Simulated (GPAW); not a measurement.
# The basis that the transmission of a Mo chain with one Si atom in line needs

Aim: T(E), conductance and thermopower of a Mo chain with one Si atom in line, and what cheaper settings cost in accuracy.

Main program and level: GPAW 26.7.0; GPAW LCAO, PAW setups; Landauer transmission from Green's functions with principal layers (ASE), zero bias.

This is a report of a sequence of runs, with most program output left out.

## 1. Starting point

The cell holds 15 atoms: 14 Mo and 1 Si. Its edges and angles: a = 9.000 Å, b = 9.000 Å, c = 33.653 Å, α = 90.0°, β = 90.0°, γ = 90.0°. Regions: left lead, 7 atoms (7 Mo); channel, 1 atom (1 Si); right lead, 7 atoms (7 Mo). Vacuum lies along a and b. The structure is stacked along c, and the current runs across the ab planes.

## 2. Double-zeta polarised basis

Localised orbitals split the wire into layers that couple to their neighbours alone, which is what the Green's function method needs; double zeta with polarisation is the usual level for numbers.

File run.py:

```python
import json
import numpy as np
from ase import Atoms
from ase.transport.calculators import TransportCalculator
from gpaw import GPAW, FermiDirac
from gpaw.lcao.tools import get_lcao_hamiltonian
from scipy.linalg import eigh

# The junction with lead layers at both ends, along the third cell vector
device = Atoms(
    ['Mo', 'Mo', 'Mo', 'Mo', 'Mo', 'Mo', 'Mo', 'Si', 'Mo', 'Mo', 'Mo', 'Mo', 'Mo', 'Mo', 'Mo'],
    positions=[
        [4.50000, 4.50000, 1.12500],
        [4.50000, 4.50000, 3.37500],
        [4.50000, 4.50000, 5.62500],
        [4.50000, 4.50000, 7.87500],
        [4.50000, 4.50000, 10.12500],
        [4.50000, 4.50000, 12.37500],
        [4.50000, 4.50000, 14.62500],
        [4.50000, 4.50000, 16.82660],
        [4.50000, 4.50000, 19.02820],
        [4.50000, 4.50000, 21.27820],
        [4.50000, 4.50000, 23.52820],
        [4.50000, 4.50000, 25.77820],
        [4.50000, 4.50000, 28.02820],
        [4.50000, 4.50000, 30.27820],
        [4.50000, 4.50000, 32.52820]],
    cell=[[9.0, 0.0, 0.0], [0.0, 9.0, 0.0], [0.0, 0.0, 33.6532]],
    pbc=True)

# One principal layer of the lead: the first 5 atoms of the device
lead = Atoms(
    ['Mo', 'Mo', 'Mo', 'Mo', 'Mo'],
    positions=[
        [4.50000, 4.50000, 1.12500],
        [4.50000, 4.50000, 3.37500],
        [4.50000, 4.50000, 5.62500],
        [4.50000, 4.50000, 7.87500],
        [4.50000, 4.50000, 10.12500]],
    cell=[[9.0, 0.0, 0.0], [0.0, 9.0, 0.0], [0.0, 0.0, 11.25]],
    pbc=True)

settings = dict(mode='lcao', basis='dzp', xc='PBE', h=0.2,
                occupations=FermiDirac(0.1), maxiter=250,
                mixer=dict(beta=0.1, nmaxold=8, weight=100.0),
                convergence=dict(density=0.0001))
energies = np.arange(-2, 2 + 1e-9, 0.05)
eta = 0.0001
n1, n2 = 1, 1
# k and -k transmit alike, so half of the mesh across the current serves
mesh = [(i, j) for i in range(n1) for j in range(n2) if (i, j) <= (-i % n1, -j % n2)]
weights = np.array([1 if (i, j) == (-i % n1, -j % n2) else 2 for i, j in mesh]) / (n1 * n2)

# [... helper functions left out ...]
fermi_lead = ground_state(lead, (1, 1, 10), 'lead.txt')
fermi_device = ground_state(device, (1, 1, 3), 'device.txt')
# [... loop over the mesh left out, but for ...]
        # Shift the lead onto the potential of the device's first layer
        shift = ((H[:, 0, 0] - H0[:, 0, 0]) / S0[0, 0]).real.mean()
# [...]
kT = 8.617333e-5 * 300
bias = [0.1, 0.2, 0.5, 1.0, 1.5, 2.0]
# [... integrals and printing left out ...]
```

The run is started by

```sh
OMP_NUM_THREADS=1 OPENBLAS_NUM_THREADS=1 python run.py
```

Elapsed: 3 min, on 1 thread of Arm Neoverse V2, shared host; peak memory 1.4 GiB.

This step gave:

* conductance: 2.843 G₀
* largest coupling past the next principal layer: 2.80e-5 eV
* largest misfit of the first principal layer: 0.04764 eV
* shift that aligns the lead: -0.002670 eV
* basis functions of the junction: 419
* basis functions of a principal layer: 145
* transmission at the Fermi level (one spin): 2.844

One spin. The transmission, zone mean by energy, zero at the Fermi level:

energy (eV), transmission, zone mean and a bar from the least value:
```
   -2.000       1.62 ############
   -1.800       1.74 ##############
   -1.600       1.88 ################
   -1.400       2.04 ##################
   -1.200       2.21 #####################
   -1.000       2.37 #######################
   -0.800       2.51 #########################
   -0.600       2.62 ##########################
   -0.400       2.71 ############################
   -0.200       2.79 #############################
    0.000       2.84 ##############################
    0.200       2.87 ##############################
    0.350       2.88 ##############################
    0.400       2.88 ##############################
    0.600       2.86 ##############################
    0.800       2.82 #############################
    1.000       2.76 ############################
    1.200       2.64 ###########################
    1.400       2.45 ########################
    1.600       2.17 ####################
    1.800       1.72 ##############
    2.000       0.76
```

Not self-consistent under bias; the bias window is split evenly. The current through one cell, from the zero-bias transmission by bias:

| bias (V) | current through one cell, from the zero-bias transmission (μA) |
| --- | --- |
| 0.100 | 22.0 |
| 0.200 | 44.0 |
| 0.500 | 110 |
| 1.000 | 218 |
| 1.500 | 324 |
| 2.000 | 426 |

The transmission of the three most open eigenchannels by energy, zero at the Fermi level:

| energy (eV) | channel 1 | channel 2 | channel 3 |
| --- | --- | --- | --- |
| -2.00 | 0.999 | 0.310 | 0.310 |
| -1.85 | 0.999 | 0.354 | 0.354 |
| -1.70 | 0.999 | 0.403 | 0.403 |
| -1.60 | 0.999 | 0.440 | 0.440 |
| -1.45 | 0.992 | 0.502 | 0.502 |
| -1.30 | 0.980 | 0.570 | 0.570 |
| -1.15 | 0.968 | 0.640 | 0.640 |
| -1.05 | 0.959 | 0.686 | 0.686 |
| -0.90 | 0.944 | 0.748 | 0.748 |
| -0.75 | 0.928 | 0.802 | 0.802 |
| -0.60 | 0.913 | 0.847 | 0.847 |
| -0.50 | 0.905 | 0.873 | 0.873 |
| -0.35 | 0.908 | 0.908 | 0.895 |
| -0.20 | 0.938 | 0.938 | 0.887 |
| -0.05 | 0.964 | 0.964 | 0.879 |
| 0.00 | 0.971 | 0.971 | 0.877 |
| 0.05 | 0.977 | 0.977 | 0.874 |
| 0.20 | 0.992 | 0.992 | 0.866 |
| 0.35 | 0.998 | 0.998 | 0.857 |
| 0.50 | 0.998 | 0.998 | 0.850 |
| 0.60 | 0.995 | 0.995 | 0.846 |
| 0.75 | 0.985 | 0.985 | 0.839 |
| 0.90 | 0.968 | 0.968 | 0.832 |
| 1.05 | 0.942 | 0.942 | 0.824 |
| 1.15 | 0.916 | 0.916 | 0.818 |
| 1.30 | 0.863 | 0.863 | 0.807 |
| 1.45 | 0.794 | 0.787 | 0.787 |
| 1.60 | 0.779 | 0.686 | 0.686 |
| 1.70 | 0.769 | 0.597 | 0.597 |
| 1.85 | 0.754 | 0.388 | 0.388 |
| 2.00 | 0.738 | 0.0182 | 2.9e-7 |

Couplings past the next layer reach 2.8e-5 eV, small enough to drop; the matrix elements of the cell's first layer differ from the bulk lead's by up to 0.048 eV. That layer keeps its own values in the calculation, and only beyond it is the lead taken as perfect. The Fermi levels of lead and junction count from different zeros of potential, one for each periodic cell; with both set to zero, the small remaining shift is what aligns them. By hand: G = 2.843 × 77.48 μS = 220 μS, a resistance of 4.54 kΩ; at 0.1 V a linear junction would pass 22.0 μA, and the integral over the bias window gives 22.0 μA.

## 3. GPAW, szp: basis = "szp(dzp)"

The second zeta is dropped, the polarisation orbitals stay.

run.py: that of step 2 with these lines changed.

```diff
@@ -42,3 +42,3 @@
 
-settings = dict(mode='lcao', basis='dzp', xc='PBE', h=0.2,
+settings = dict(mode='lcao', basis='szp(dzp)', xc='PBE', h=0.2,
                 occupations=FermiDirac(0.1), maxiter=250,
```

It took 2 min on 1 thread; peak memory 1.3 GiB.

Numbers from this step:

| Property | Result |
| --- | --- |
| conductance | 2.815 G₀ |
| largest coupling past the next principal layer | 2.79e-5 eV |
| largest misfit of the first principal layer | 0.04350 eV |
| shift that aligns the lead | -0.003666 eV |
| basis functions of the junction | 233 |
| basis functions of a principal layer | 80 |
| transmission at the Fermi level (one spin) | 2.816 |

One spin. Table of transmission, zone mean by energy, zero at the Fermi level:

| energy (eV) | transmission, zone mean |
| --- | --- |
| -2.000 | 1.61 |
| -1.800 | 1.73 |
| -1.600 | 1.86 |
| -1.400 | 2.02 |
| -1.200 | 2.18 |
| -1.000 | 2.33 |
| -0.800 | 2.46 |
| -0.600 | 2.57 |
| -0.400 | 2.66 |
| -0.200 | 2.75 |
| 0.000 | 2.82 |
| 0.200 | 2.86 |
| 0.400 | 2.87 |
| 0.500 | 2.87 |
| 0.600 | 2.87 |
| 0.800 | 2.86 |
| 1.000 | 2.82 |
| 1.200 | 2.75 |
| 1.400 | 2.64 |
| 1.600 | 2.47 |
| 1.800 | 2.23 |
| 2.000 | 1.82 |

Not self-consistent under bias; the bias window is split evenly. The current through one cell, from the zero-bias transmission by bias:

| bias (V) | current through one cell, from the zero-bias transmission (μA) |
| --- | --- |
| 0.100 | 21.8 |
| 0.200 | 43.6 |
| 0.500 | 109 |
| 1.000 | 216 |
| 1.500 | 321 |
| 2.000 | 423 |

Table of transmission of the three most open eigenchannels by energy, zero at the Fermi level:

| energy (eV) | channel 1 | channel 2 | channel 3 |
| --- | --- | --- | --- |
| -2.00 | 0.999 | 0.306 | 0.306 |
| -1.85 | 0.999 | 0.349 | 0.349 |
| -1.70 | 0.999 | 0.397 | 0.397 |
| -1.60 | 0.999 | 0.432 | 0.432 |
| -1.45 | 0.999 | 0.491 | 0.491 |
| -1.30 | 0.993 | 0.555 | 0.555 |
| -1.15 | 0.975 | 0.621 | 0.621 |
| -1.05 | 0.966 | 0.664 | 0.664 |
| -0.90 | 0.950 | 0.723 | 0.723 |
| -0.75 | 0.934 | 0.776 | 0.776 |
| -0.60 | 0.917 | 0.822 | 0.822 |
| -0.50 | 0.906 | 0.850 | 0.850 |
| -0.35 | 0.893 | 0.888 | 0.888 |
| -0.20 | 0.921 | 0.921 | 0.884 |
| -0.05 | 0.950 | 0.950 | 0.877 |
| 0.00 | 0.958 | 0.958 | 0.875 |
| 0.05 | 0.965 | 0.965 | 0.874 |
| 0.20 | 0.983 | 0.983 | 0.868 |
| 0.35 | 0.993 | 0.993 | 0.861 |
| 0.50 | 0.998 | 0.998 | 0.854 |
| 0.60 | 0.999 | 0.999 | 0.850 |
| 0.75 | 0.997 | 0.997 | 0.842 |
| 0.90 | 0.990 | 0.990 | 0.835 |
| 1.05 | 0.978 | 0.978 | 0.827 |
| 1.15 | 0.966 | 0.966 | 0.821 |
| 1.30 | 0.938 | 0.938 | 0.809 |
| 1.45 | 0.896 | 0.896 | 0.794 |
| 1.60 | 0.838 | 0.838 | 0.778 |
| 1.70 | 0.789 | 0.789 | 0.767 |
| 1.85 | 0.750 | 0.690 | 0.690 |
| 2.00 | 0.732 | 0.536 | 0.536 |

The conductance, 2.81 G₀, lies 1.0 % below that of the dzp run.

## 4. GPAW, sz: basis = "sz(dzp)"

One function for each valence shell of the setup, as for a first survey of a large system.

run.py: that of step 3 with these lines changed.

```diff
@@ -42,3 +42,3 @@
 
-settings = dict(mode='lcao', basis='szp(dzp)', xc='PBE', h=0.2,
+settings = dict(mode='lcao', basis='sz(dzp)', xc='PBE', h=0.2,
                 occupations=FermiDirac(0.1), maxiter=250,
```

Elapsed: 85 s, on 1 thread; peak memory 1.2 GiB.

Numbers from this step:

* conductance: 2.782 G₀
* largest coupling past the next principal layer: 2.78e-5 eV
* largest misfit of the first principal layer: 0.04153 eV
* shift that aligns the lead: -0.006751 eV
* basis functions of the junction: 186
* basis functions of a principal layer: 65
* transmission at the Fermi level (one spin): 2.783

One spin. The transmission, zone mean by energy, zero at the Fermi level:

energy (eV), transmission, zone mean and a bar from the least value:
```
    -2.00       1.78 
    -1.90       1.85 ##
    -1.80       1.92 ####
    -1.70       1.99 ######
    -1.55       2.11 ##########
    -1.45       2.19 ############
    -1.35       2.28 ###############
    -1.25       2.33 ################
    -1.15       2.39 ##################
    -1.05       2.45 ####################
    -0.90       2.53 ######################
    -0.80       2.58 #######################
    -0.70       2.61 ########################
    -0.60       2.65 #########################
    -0.50       2.67 ##########################
    -0.40       2.70 ###########################
    -0.25       2.74 ############################
    -0.15       2.76 #############################
    -0.05       2.78 #############################
     0.00       2.78 #############################
     0.05       2.79 ##############################
     0.15       2.80 ##############################
     0.25       2.80 ##############################
     0.40       2.79 ##############################
     0.50       2.78 ##############################
     0.60       2.77 #############################
     0.70       2.76 #############################
     0.80       2.74 ############################
     0.90       2.71 ###########################
     1.05       2.67 ##########################
     1.15       2.64 #########################
     1.25       2.60 ########################
     1.35       2.54 ######################
     1.45       2.48 #####################
     1.55       2.41 ##################
     1.70       2.27 ##############
     1.80       2.17 ###########
     1.90       2.04 ########
     2.00       1.89 ###
```

The conductance, 2.78 G₀, lies 2.1 % below that of the dzp run.

## 5. revPBE in the dzp basis: xc = "revPBE"

Back in the dzp basis, the functional changes from PBE to revPBE, to set the spread between functionals beside that between bases.

run.py: that of step 4 with these lines changed.

```diff
@@ -42,3 +42,3 @@
 
-settings = dict(mode='lcao', basis='sz(dzp)', xc='PBE', h=0.2,
+settings = dict(mode='lcao', basis='dzp', xc='revPBE', h=0.2,
                 occupations=FermiDirac(0.1), maxiter=250,
```

The job ended after 3.4 min (1 thread; peak memory 1.4 GiB).

This step gave:

```yaml
conductance: 2.844 G₀
largest_coupling_past_the_next_principal_layer: 2.83e-5 eV
largest_misfit_of_the_first_principal_layer: 0.04637 eV
shift_that_aligns_the_lead: 3.70e-5 eV
basis_functions_of_the_junction: 419
basis_functions_of_a_principal_layer: 145
transmission_at_the_fermi_level_one_spin: 2.845
```

The conductance equals that of the dzp run to 0.2 %.

## 6. The ladder

Times are for 1 thread of Arm Neoverse V2, shared host. Results by setting:

| no. | run | conductance (G₀) | time | memory (GiB) |
| --- | --- | --- | --- | --- |
| 1 | dzp | 2.843 | 3 min | 1.4 |
| 2 | szp | 2.815 | 2 min | 1.3 |
| 3 | sz | 2.782 | 85 s | 1.2 |
| 4 | dzp revPBE | 2.844 | 3.4 min | 1.4 |

## 7. The levels side by side

The curves are compared point by point over the common energies.

This step: comparison of transmission and cost over codes and levels (GPAW 26.7.0).

Ladder, by row:

| step | code | T at the Fermi level (sum over the listed spins) | conductance (G0) | r.m.s. T(E) from the first | wall time (s) | peak memory (GiB) | threads |
| --- | --- | --- | --- | --- | --- | --- | --- |
| dzp | GPAW | 2.844 | 2.843 | 0 | 180.1 | 1.39 | 1 |
| szp | GPAW | 2.816 | 2.815 | 0.2214 | 119.3 | 1.29 | 1 |
| sz | GPAW | 2.783 | 2.782 | 0.2306 | 85.3 | 1.23 | 1 |
| dzp-revPBE | GPAW | 2.845 | 2.844 | 0.03206 | 203.2 | 1.39 | 1 |

The transmission, zone mean, sum over the listed spins by energy, zero at the Fermi level:

| energy (eV) | dzp | szp | sz | dzp-revPBE |
| --- | --- | --- | --- | --- |
| -2.000 | 1.62 | 1.61 | 1.78 | 1.64 |
| -1.800 | 1.74 | 1.73 | 1.92 | 1.76 |
| -1.600 | 1.88 | 1.86 | 2.07 | 1.90 |
| -1.400 | 2.04 | 2.02 | 2.23 | 2.05 |
| -1.200 | 2.21 | 2.18 | 2.36 | 2.22 |
| -1.000 | 2.37 | 2.33 | 2.48 | 2.38 |
| -0.800 | 2.51 | 2.46 | 2.58 | 2.51 |
| -0.600 | 2.62 | 2.57 | 2.65 | 2.62 |
| -0.400 | 2.71 | 2.66 | 2.70 | 2.71 |
| -0.200 | 2.79 | 2.75 | 2.75 | 2.79 |
| 0.000 | 2.84 | 2.82 | 2.78 | 2.84 |
| 0.200 | 2.87 | 2.86 | 2.80 | 2.88 |
| 0.250 | 2.88 | 2.86 | 2.80 | 2.88 |
| 0.350 | 2.88 | 2.87 | 2.80 | 2.88 |
| 0.400 | 2.88 | 2.87 | 2.79 | 2.88 |
| 0.500 | 2.87 | 2.87 | 2.78 | 2.88 |
| 0.600 | 2.86 | 2.87 | 2.77 | 2.87 |
| 0.800 | 2.82 | 2.86 | 2.74 | 2.83 |
| 1.000 | 2.76 | 2.82 | 2.69 | 2.77 |
| 1.200 | 2.64 | 2.75 | 2.62 | 2.66 |
| 1.400 | 2.45 | 2.64 | 2.51 | 2.47 |
| 1.600 | 2.17 | 2.47 | 2.37 | 2.21 |
| 1.800 | 1.72 | 2.23 | 2.17 | 1.80 |
| 2.000 | 0.756 | 1.82 | 1.89 | 0.882 |

## 8. Mixing 0.15

Mixing changes the road to self-consistency, not its end. The mixing history changes the road to self-consistency, not its end.

This step: GPAW LCAO, PAW setups; Landauer transmission from Green's functions with principal layers (ASE), zero bias (GPAW 26.7.0).

run.py: that of step 5 with these lines changed.

```diff
@@ -42,5 +42,5 @@
 
-settings = dict(mode='lcao', basis='dzp', xc='revPBE', h=0.2,
+settings = dict(mode='lcao', basis='dzp', xc='PBE', h=0.2,
                 occupations=FermiDirac(0.1), maxiter=250,
-                mixer=dict(beta=0.1, nmaxold=8, weight=100.0),
+                mixer=dict(beta=0.15, nmaxold=12, weight=100.0),
                 convergence=dict(density=0.0001))
```

The job ended after 3.3 min (1 thread; peak memory 1.5 GiB).

Numbers from this step:

```
conductance                                    : 2.842 G₀
largest coupling past the next principal layer : 2.80e-5 eV
largest misfit of the first principal layer    : 0.04819 eV
shift that aligns the lead                     : -0.003246 eV
transmission at the Fermi level (one spin)     : 2.843
```

One spin. The transmission, zone mean by energy, zero at the Fermi level:

| energy (eV) | transmission, zone mean |
| --- | --- |
| -2.00 | 1.62 |
| -1.90 | 1.68 |
| -1.80 | 1.74 |
| -1.70 | 1.80 |
| -1.55 | 1.92 |
| -1.45 | 2.00 |
| -1.35 | 2.08 |
| -1.25 | 2.17 |
| -1.15 | 2.25 |
| -1.05 | 2.33 |
| -0.90 | 2.44 |
| -0.80 | 2.51 |
| -0.70 | 2.57 |
| -0.60 | 2.62 |
| -0.50 | 2.66 |
| -0.40 | 2.71 |
| -0.25 | 2.77 |
| -0.15 | 2.80 |
| -0.05 | 2.83 |
| 0.00 | 2.84 |
| 0.05 | 2.85 |
| 0.15 | 2.87 |
| 0.25 | 2.88 |
| 0.35 | 2.88 |
| 0.40 | 2.88 |
| 0.50 | 2.87 |
| 0.60 | 2.86 |
| 0.70 | 2.84 |
| 0.80 | 2.82 |
| 0.90 | 2.79 |
| 1.05 | 2.73 |
| 1.15 | 2.67 |
| 1.25 | 2.60 |
| 1.35 | 2.50 |
| 1.45 | 2.39 |
| 1.55 | 2.25 |
| 1.70 | 1.98 |
| 1.80 | 1.72 |
| 1.90 | 1.33 |
| 2.00 | 0.756 |

Not self-consistent under bias; the bias window is split evenly. Table of current through one cell, from the zero-bias transmission by bias:

| bias (V) | current through one cell, from the zero-bias transmission (μA) |
| --- | --- |
| 0.100 | 22.0 |
| 0.200 | 44.0 |
| 0.500 | 110 |
| 1.000 | 218 |
| 1.500 | 324 |
| 2.000 | 426 |

The transmission of the three most open eigenchannels by energy, zero at the Fermi level:

| energy (eV) | channel 1 | channel 2 | channel 3 |
| --- | --- | --- | --- |
| -2.00 | 0.999 | 0.310 | 0.310 |
| -1.85 | 0.999 | 0.354 | 0.354 |
| -1.70 | 0.999 | 0.402 | 0.402 |
| -1.60 | 0.999 | 0.440 | 0.440 |
| -1.45 | 0.992 | 0.502 | 0.502 |
| -1.30 | 0.979 | 0.570 | 0.570 |
| -1.15 | 0.968 | 0.641 | 0.641 |
| -1.05 | 0.959 | 0.686 | 0.686 |
| -0.90 | 0.944 | 0.748 | 0.748 |
| -0.75 | 0.927 | 0.802 | 0.802 |
| -0.60 | 0.913 | 0.847 | 0.847 |
| -0.50 | 0.905 | 0.873 | 0.873 |
| -0.35 | 0.908 | 0.908 | 0.895 |
| -0.20 | 0.939 | 0.939 | 0.887 |
| -0.05 | 0.964 | 0.964 | 0.879 |
| 0.00 | 0.971 | 0.971 | 0.876 |
| 0.05 | 0.977 | 0.977 | 0.874 |
| 0.20 | 0.992 | 0.992 | 0.865 |
| 0.35 | 0.998 | 0.998 | 0.857 |
| 0.50 | 0.998 | 0.998 | 0.850 |
| 0.60 | 0.995 | 0.995 | 0.845 |
| 0.75 | 0.985 | 0.985 | 0.839 |
| 0.90 | 0.968 | 0.968 | 0.832 |
| 1.05 | 0.942 | 0.942 | 0.824 |
| 1.15 | 0.917 | 0.917 | 0.818 |
| 1.30 | 0.863 | 0.863 | 0.807 |
| 1.45 | 0.794 | 0.788 | 0.788 |
| 1.60 | 0.779 | 0.687 | 0.687 |
| 1.70 | 0.769 | 0.597 | 0.597 |
| 1.85 | 0.754 | 0.389 | 0.389 |
| 2.00 | 0.738 | 0.0182 | 2.5e-7 |

The conductance equals that of the dzp run to 0.2 %.

## 9. Another change of settings

A last run, with other settings again.

run.py: that of step 8 with these lines changed.

```diff
@@ -42,5 +42,5 @@
 
-settings = dict(mode='lcao', basis='dzp', xc='PBE', h=0.2,
-                occupations=FermiDirac(0.1), maxiter=250,
-                mixer=dict(beta=0.15, nmaxold=12, weight=100.0),
+settings = dict(mode='lcao', basis='DZP', xc='PBE', h=0.2,
+                occupations=FermiDirac(0.1), maxiter=100,
+                mixer=dict(beta=0.1, nmaxold=8, weight=100.0),
                 convergence=dict(density=0.0001))
```

Wall time 0.74 s (1 thread); peak memory 0.1 GiB.

The input was rejected at the start.

The program's message: “FileNotFoundError: Could not find required basis set file "Mo.DZP.basis".”

The change that led to it: basis = "DZP".

## 10. Results

```json
{
 "conductance": "2.84 G₀",
 "transmission at the Fermi level, mean of the spins": "2.84",
 "thermopower": "about 0 (under 1.5 μV/K)"
}
```

In the dzp basis the junction conducts 2.84 G₀ at 300 K, with T = 2.84 a spin at the Fermi level; the sz basis reaches that conductance within 10 %. At the Fermi level the three most open eigenchannels pass 0.97, 0.97 and 0.88. Measured against the first run (dzp), the nearest curve is that of dzp-revPBE (r.m.s. 0.032) and the farthest that of sz (0.23). Over the compared runs wall time goes from 85 s (sz) to 203 s (dzp-revPBE), on a shared host. The geometry was built from estimated bond lengths and not relaxed, so the numbers describe this model structure. The run had no spin polarisation, so a magnetic state, which chains and small molecules with open shells often have, wasn't tested. An evenly spaced straight chain is an idealisation: free chains tend to dimerise, zigzag or, where a band edge lies near the Fermi level, turn magnetic. The currents use the zero-bias T(E) throughout, which holds only while the bias is small against the distance to the nearest feature. The energy step is wider than the thermal energy, so the conductance and thermopower rest on interpolation of T(E).

[Logs are printed without paths, hosts, clocks, repeated set-up lines and the standing remarks that a program may print on its own settings, such as how far it seeks lower states.]

[Hosts, paths, dates, database ids (printed as entryN), source tags and the programs' standing remarks are cut or masked in the printed files.]
